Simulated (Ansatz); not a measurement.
# The false plateau in GW convergence: LiMgBN2 (I-4m2), part 2 of 2

Wanted: the G0W0 gap of LiMgBN2 (I-4m2) over a grid of bands and cutoffs.

Ansatz 0.2.0; G0W0 on PBE, plane waves, PAW; PAW set soft_1. Known limits of the many-body steps: not at the basis limit.

So far. Step 7 (270 empty bands, screening to 150 eV): The G0W0 gap on the mesh is 4.291 eV.

### 8. 480 empty bands, screening to 220 eV

File input.yaml:

```yaml
crystal:
  lattice:
    - [-1.909656, 1.909656, 4.443522]
    - [1.909656, -1.909656, 4.443522]
    - [1.909656, 1.909656, -4.443522]
  atoms:
    - { symbol: Li, position: [0.25, 0.75, 0.5] }
    - { symbol: Mg, position: [0.75, 0.25, 0.5] }
    - { symbol: B, position: [0.5, 0.5, 0.0] }
    - { symbol: "N", position: [0.6512635, 0.6512635, 0.0] }
    - { symbol: "N", position: [0.3487365, 0.3487365, 0.0] }
kpoints:
  mp_grid: { grid: [6, 6, 6] }
hamiltonian:
  xc: pbe
  pseudopotentials: { kind: paw, azcp: { folder: soft_1 } }
scf:
  occupations: { method: fixed }
gw:
  n_empty_bands: 480
  ecut_chi: 220
  qp_bands: [v2, c2]
  qp_kpoints: band_edges
  screening: { model: contour_deformation }
```

Launch:

```
ansatz run input.yaml --threads 2 --pin off --max-ram 92160MiB --backend cuda --events-out ev --progress --plain --runs-dir out --devices 1 --max-vram 13GiB
```

Numbers of over 12 decimals in the logs are rounded to 6 here.

Log:

```text
GPUs: using 1 of 1 available (devices: 1).
[...]
GPU FFT provider: cuFFT
GPU libraries: cuBLAS 13.8.2, cuFFT 12.4.0, cuSOLVER 12.3.4
Crystal: 5 atoms, lattice volume = 64.818 Å³
Basis set: ecut = 420 eV, 1283 PW (Γ)
Bands: 18, of which v1, the nominal top of the filled ones, is band 13 counted from 1 (12 counted from 0)
Symmetry: 8 space group operations
[...]
k-points: 30 of 216 (time reversal used)
[...]
3    15      8.7533    -6.5553    -4.0610   -11.6790  0.8099     9.8280     9.8160  root
[...]
29    12      3.1055   -20.6970     2.3451   -16.9939  0.7726     1.7253     1.7476  root
    29    13      3.1055   -20.6970     2.3451   -16.9939  0.7726     1.7253     1.7476  root
    29    14      6.6501    -5.0798    -3.2632    -8.7629  0.8354     7.0715     7.0699  root
    29    15      9.4436    -6.3606    -3.9475   -11.0508  0.8153    10.1928    10.1863  root
[key lines of the parts left out:]
SCF converged after 8 iterations
Free energy (F): -3057.063799 eV
Fermi energy:    3.105453 eV
```

Run time: 1.7 min. Hardware: 1 × NVIDIA H100 80GB HBM3 (shared by 6 runs) with 2 threads of AMD EPYC 7R13 (Zen 3), shared host; peak memory 2.9 GiB.

The G0W0 gap on the mesh is 4.386 eV.

### 9. 147 empty bands, screening to 300 eV

input.yaml, as its differences from that of step 8:

```diff
@@ -19,4 +19,4 @@
 gw:
-  n_empty_bands: 480
-  ecut_chi: 220
+  n_empty_bands: 147
+  ecut_chi: 300
   qp_bands: [v2, c2]
```

Log:

```text
GPUs: using 1 of 1 available (devices: 1).
[...]
GPU FFT provider: cuFFT
GPU libraries: cuBLAS 13.8.2, cuFFT 12.4.0, cuSOLVER 12.3.4
Crystal: 5 atoms, lattice volume = 64.818 Å³
Basis set: ecut = 420 eV, 1283 PW (Γ)
Bands: 18, of which v1, the nominal top of the filled ones, is band 13 counted from 1 (12 counted from 0)
Symmetry: 8 space group operations
[...]
k-points: 30 of 216 (time reversal used)
[...]
3    15      8.7533    -6.5553    -3.8769   -11.6790  0.8102    10.0169    10.0001  root
[...]
29    12      3.1055   -20.6970     2.6414   -16.9939  0.7725     2.0305     2.0438  root
    29    13      3.1055   -20.6970     2.6414   -16.9939  0.7725     2.0305     2.0438  root
    29    14      6.6501    -5.0798    -3.1446    -8.7629  0.8357     7.1911     7.1885  root
    29    15      9.4436    -6.3606    -3.7973   -11.0508  0.8156    10.3462    10.3365  root
[key lines of the parts left out:]
SCF converged after 8 iterations
Free energy (F): -3057.063799 eV
Fermi energy:    3.105453 eV
```

Run time: 39 s. Hardware: 1 × NVIDIA H100 80GB HBM3 (shared by 6 runs) with 2 threads; peak memory 4.3 GiB.

The G0W0 gap on the mesh is 4.207 eV.

### 10. 764 empty bands, screening to 300 eV

input.yaml, as its differences from that of step 9:

```diff
@@ -19,3 +19,3 @@
 gw:
-  n_empty_bands: 147
+  n_empty_bands: 764
   ecut_chi: 300
```

Log:

```text
GPUs: using 1 of 1 available (devices: 1).
[...]
GPU FFT provider: cuFFT
GPU libraries: cuBLAS 13.8.2, cuFFT 12.4.0, cuSOLVER 12.3.4
Crystal: 5 atoms, lattice volume = 64.818 Å³
Basis set: ecut = 420 eV, 1283 PW (Γ)
Bands: 18, of which v1, the nominal top of the filled ones, is band 13 counted from 1 (12 counted from 0)
Symmetry: 8 space group operations
[...]
k-points: 30 of 216 (time reversal used)
[...]
3    15      8.7533    -6.5553    -4.0928   -11.6790  0.8096     9.7954     9.7842  root
[...]
29    12      3.1055   -20.6970     2.2678   -16.9939  0.7717     1.6450     1.6701  root
    29    13      3.1055   -20.6970     2.2678   -16.9939  0.7717     1.6450     1.6701  root
    29    14      6.6501    -5.0798    -3.2920    -8.7629  0.8353     7.0425     7.0411  root
    29    15      9.4436    -6.3606    -3.9830   -11.0508  0.8151    10.1568    10.1509  root
[key lines of the parts left out:]
SCF converged after 8 iterations
Free energy (F): -3057.063799 eV
Fermi energy:    3.105453 eV
```

Run time: 3 min. Hardware: 1 × NVIDIA H100 80GB HBM3 (shared by 6 runs) with 2 threads; peak memory 5.2 GiB; 5.2 min of CPU time.

The G0W0 gap on the mesh is 4.432 eV.

### 11. The grid

Start PBE, 6×6×6 mesh. Times are wall times on 1 × NVIDIA H100 80GB HBM3 (shared by 6 runs) with 2 threads of AMD EPYC 7R13 (Zen 3), shared host, good to a factor of about two.

```csv
cutoff (eV),plane waves at q = 0,bands summed,gap (eV),Σc valence (eV),Σc conduction (eV),time
50,45,65,3.783,3.12,-3.09,19 s
50,45,283,3.815,2.91,-3.27,34 s
100,147,160,4.133,2.71,-3.15,28 s
100,147,777,4.197,2.57,-3.23,4.4 min
150,269,65,3.973,3.06,-2.97,19 s
150,269,283,4.291,2.50,-3.21,59 s
220,479,493,4.386,2.35,-3.26,1.7 min
300,777,160,4.207,2.64,-3.15,39 s
300,777,777,4.432,2.27,-3.30,3 min
```

### 12. What came out

* 65 bands, 50 eV: 3.783 eV
* 283 bands, 50 eV: 3.815 eV
* 160 bands, 100 eV: 4.133 eV
* 777 bands, 100 eV: 4.197 eV
* 65 bands, 150 eV: 3.973 eV
* 283 bands, 150 eV: 4.291 eV
* 493 bands, 220 eV: 4.386 eV
* 160 bands, 300 eV: 4.207 eV
* 777 bands, 300 eV: 4.432 eV
* estimated limit along the diagonal: 4.51 eV
* mesh and start: 6×6×6, PBE

**Reading.** At 50 eV, going from 65 to 283 bands moves the gap by +0.03 eV. At 100 eV, going from 160 to 777 bands moves the gap by +0.06 eV. At 150 eV, going from 65 to 283 bands moves the gap by +0.32 eV. At 300 eV, going from 160 to 777 bands moves the gap by +0.23 eV. At 65 bands, raising the cutoff from 50 to 150 eV moves it by +0.19 eV. At 283 bands, raising the cutoff from 50 to 150 eV moves it by +0.48 eV. At 160 bands, raising the cutoff from 100 to 300 eV moves it by +0.07 eV. At 777 bands, raising the cutoff from 100 to 300 eV moves it by +0.23 eV. Along the diagonal, where both rise together, the two highest rungs point to 4.51 eV. Gaps are over the mesh's points; an edge off the mesh would be missed. A low cutoff hides what high bands add, so a band series at one cutoff can look settled before the gap is.

[Paths, hosts, dates, memory and timing lines, banners, echoed tables and standing remarks are left out of the program output.]

[Logs are printed without paths, hosts, clocks, repeated set-up lines and the standing remarks that a program may print on its own settings, such as how far it seeks lower states.]

[Runs of the session that timed out or met a known fault of the program may be left out.]

[Cells called generated may have been cut or substituted from an entry of the Crystallography Open Database or the Materials Project.]

[Hosts, paths, dates, database ids (printed as entryN), source tags and the programs' standing remarks are cut or masked in the printed files.]
